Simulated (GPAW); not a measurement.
# Screening of a field by In2SSe monolayer, part 2 of 2

Wanted: the out-of-plane polarisability of In2SSe monolayer.

GPAW 26.7.0; GPAW, PAW setups; layer in a repeated cell with vacuum, relaxation of atoms and in-plane cell (the session's first sound run).

So far, dipole along the normal (e·Å): step 2 (relaxation) -0.0259; step 3 (plane waves, PBE) -0.0165; step 4 (field on) -0.124; step 5 (In a field) -0.0701.

## (6) In a field

run.py

```python
import json
import numpy as np
from ase import Atoms
from gpaw import GPAW, PW
from gpaw.external import ConstantElectricField

slab = Atoms(
    ['Se', 'In', 'In', 'S'],
    positions=[
        [-0.00000, 2.30545, 7.00000],
        [-0.00000, -0.00000, 8.32022],
        [-0.00000, -0.00000, 11.13623],
        [-0.00000, 2.30545, 12.26863]],
    cell=[[3.99315, -0.0, 0.0], [-1.99658, 3.45817, 0.0], [0.0, 0.0, 19.2686]],
    pbc=[True, True, False])

slab.calc = GPAW(mode=PW(400), xc='PBE', kpts={'size': (9, 9, 1), 'gamma': True},
                 occupations={'name': 'fermi-dirac', 'width': 0.05}, nbands='160%',
                 convergence={'density': 1e-05}, maxiter=200,
                 poissonsolver={'dipolelayer': 'xy'},
                 external=ConstantElectricField(-0.05, [0, 0, 1]),
                 symmetry={'tolerance': 1e-3}, txt='slab.txt')
result = {}
energy = slab.get_potential_energy()
fermi = slab.calc.get_fermi_level()
v = slab.calc.get_electrostatic_potential().mean((0, 1)) - fermi
n = slab.calc.get_pseudo_density().mean((0, 1))
L = slab.cell[2, 2]
z = np.arange(len(v)) * L / len(v)
low, high = slab.positions[:, 2].min(), slab.positions[:, 2].max()
below, above = np.interp([low - 4.8, high + 4.8], z, v)
slopes = [np.interp(x, z, np.gradient(v, z)) for x in (low - 4.8, high + 4.8)]
eps = np.array([[slab.calc.get_eigenvalues(k, s) for k in range(len(slab.calc.get_ibz_k_points()))]
                for s in range(slab.calc.get_number_of_spins())]) - fermi
top, bottom = eps[eps < 0].max(), eps[eps > 0].min()
dipole = slab.get_dipole_moment()[2]
print(f'energy {energy:.4f} eV, Fermi level {fermi:.4f} eV, dipole {dipole:.5f} e A')
print(f'potential 4.8 A off the faces, from the Fermi level: lower {below:.4f} eV, upper {above:.4f} eV')
print(f'slope of the potential there: lower {slopes[0]:.5f}, upper {slopes[1]:.5f} eV/A')
print(f'nearest levels on the mesh: {top:.4f} and {bottom:.4f} eV')
print('magnetic moment', round(slab.get_magnetic_moment(), 3))
result.update(energy=energy, fermi=fermi, dipole=dipole, below=below, above=above, slopes=slopes, edges=[top, bottom],
              z=z.tolist(), v=v.tolist(), n=n.tolist(), positions=slab.positions.tolist(),
              forces=slab.get_forces(apply_constraint=False).tolist(), moments=slab.get_magnetic_moments().tolist())
json.dump(result, open('result.json', 'w'))
```

Run with:

```console
OMP_NUM_THREADS=1 OPENBLAS_NUM_THREADS=1 python run.py
```

Elapsed: 97 s, on 1 thread of Arm Neoverse V1, shared host; peak memory 0.35 GiB.

The electrostatic potential energy of an electron (without an applied field's), less the Fermi level, planar mean oscillates, so the rows of the table below give means over windows of 1 Å about each position, cut where the curve ends. Its maxima inside the range that stand out by 2 % of the span (Å: eV): 7.6: -6.57, 9.7: 2.32, 11.8: -8.01. Its minima: 7.1: -13.5, 8.3: -12.9, 11.1: -13.0, 12.2: -12.0.

The electrostatic potential energy of an electron (without an applied field's), less the Fermi level, planar mean by z; means over each step:

```
z (Å)  electrostatic potential energy of an electron (without an applied field's), less the Fermi level, planar mean (eV)
    0                                                                                                                5.13
    1                                                                                                                5.02
    2                                                                                                                5.02
    3                                                                                                                5.02
    4                                                                                                                5.01
    5                                                                                                                4.88
    6                                                                                                                2.27
    7                                                                                                               -9.86
    8                                                                                                               -9.78
    9                                                                                                               -3.21
   10                                                                                                                1.04
   11                                                                                                               -9.74
   12                                                                                                               -9.75
   13                                                                                                               0.706
   14                                                                                                                5.33
   15                                                                                                                5.58
   16                                                                                                                5.59
   17                                                                                                                5.59
   18                                                                                                                5.59
   19                                                                                                                5.55
```

## (7) In a field

Changes to run.py since step 6:

```diff
@@ -20,3 +20,3 @@
                  poissonsolver={'dipolelayer': 'xy'},
-                 external=ConstantElectricField(-0.05, [0, 0, 1]),
+                 external=ConstantElectricField(0.05, [0, 0, 1]),
                  symmetry={'tolerance': 1e-3}, txt='slab.txt')
```

It took 97 s on 1 thread; peak memory 0.35 GiB.

The electrostatic potential energy of an electron (without an applied field's), less the Fermi level, planar mean by z:

```csv
z (Å),"electrostatic potential energy of an electron (without an applied field's), less the Fermi level, planar mean (eV)"
0.0,5.31
0.5,5.38
1.0,5.38
1.5,5.38
2.0,5.38
2.5,5.38
3.0,5.38
3.5,5.38
4.0,5.37
4.5,5.35
5.0,5.27
5.5,4.91
6.0,3.37
6.5,-2.82
7.0,-13.2
7.5,-6.99
8.0,-9.85
8.5,-11.3
9.0,-2.13
9.5,1.93
10.0,1.73
10.5,-2.89
11.0,-12.1
11.5,-10.1
12.0,-10.1
12.5,-8.07
13.0,1.61
13.5,4.46
14.0,5.07
14.5,5.21
15.0,5.23
15.5,5.24
16.0,5.24
16.5,5.24
17.0,5.24
17.5,5.24
18.0,5.24
18.5,5.24
19.0,5.26
```

## (8) Field on

Changes to run.py since step 7:

```diff
@@ -20,3 +20,3 @@
                  poissonsolver={'dipolelayer': 'xy'},
-                 external=ConstantElectricField(0.05, [0, 0, 1]),
+                 external=ConstantElectricField(0.1, [0, 0, 1]),
                  symmetry={'tolerance': 1e-3}, txt='slab.txt')
```

The job ended after 97 s (1 thread; peak memory 0.35 GiB).

The dipole is now 0.0371 e Å, against -0.017 in the run without a field.

## (9) In a field

Changes to run.py since step 8:

```diff
@@ -20,3 +20,3 @@
                  poissonsolver={'dipolelayer': 'xy'},
-                 external=ConstantElectricField(0.1, [0, 0, 1]),
+                 external=ConstantElectricField(0.2, [0, 0, 1]),
                  symmetry={'tolerance': 1e-3}, txt='slab.txt')
```

The job ended after 97 s (1 thread; peak memory 0.35 GiB).

The dipole is now 0.0907 e Å, against -0.017 in the run without a field.

## (10) Field on

Changes to run.py since step 9:

```diff
@@ -20,3 +20,3 @@
                  poissonsolver={'dipolelayer': 'xy'},
-                 external=ConstantElectricField(0.2, [0, 0, 1]),
+                 external=ConstantElectricField(0.3, [0, 0, 1]),
                  symmetry={'tolerance': 1e-3}, txt='slab.txt')
```

Wall time 97 s (1 thread); peak memory 0.35 GiB.

The dipole is now 0.144 e Å, against -0.017 in the run without a field.

## (11) The series

The members are put on one axis.

This step: induced dipole against applied field (GPAW 26.7.0).

The dipole along the normal by field:

```csv
field (V/Å),dipole along the normal (e·Å)
-0.200,-0.124
-0.100,-0.0701
-0.050,-0.0433
0.000,-0.0165
0.050,0.0103
0.100,0.0371
0.200,0.0907
0.300,0.144
```

## (12) Outcome

```yaml
work_function_upper_and_lower_face_fermi_level_placed_in_the_gap_by_the_smearing: 5.416 and 5.199 eV
ionisation_energy_from_the_upper_face_highest_filled_level_on_the_mesh: 6.25 eV
electron_affinity_from_the_upper_face_lowest_empty_kohn_sham_level_on_the_mesh: 4.72 eV
dipole_along_the_normal: -0.0165 e Å
induced_dipole_per_field: 0.536 e Å per V/Å
out_of_plane_polarisability_per_area_alpha_eps_0_a: 7.02 Å
```

The field induces 0.536 e Å per V/Å, a polarisable thickness α/(ε0 A) of 7.02 Å beside 5.27 Å between the outermost nuclei. A perfect conductor would give the distance between its two image planes; a dielectric of thickness t gives t(1 - 1/ε). The two faces differ by 0.22 eV, the step that the slab's dipole makes (e p/(ε0 A) gives 0.22 eV), so the dipole layer is needed. The levels nearest the Fermi level on the mesh lie 1.54 eV apart, so the slab is gapped there: the smearing puts the Fermi level inside the gap, and from either face the ionisation energy is the work function plus 0.84 eV. Both are Kohn-Sham levels on the mesh, and semilocal gaps are too small, so the affinity tends to come out too large and the ionisation energy too small. The induced dipole is linear in the field over this range. The relaxation of atoms and cell ran in a fully periodic cell without the dipole layer, so the atoms of this polar layer felt a small spurious field. The layer's cell and atoms come from the relaxation; spin-orbit coupling and temperature are left out.

[Logs are printed without paths, hosts, clocks, repeated set-up lines and the standing remarks that a program may print on its own settings, such as how far it seeks lower states.]

[Hosts, paths, dates, database ids (printed as entryN), source tags and the programs' standing remarks are cut or masked in the printed files.]
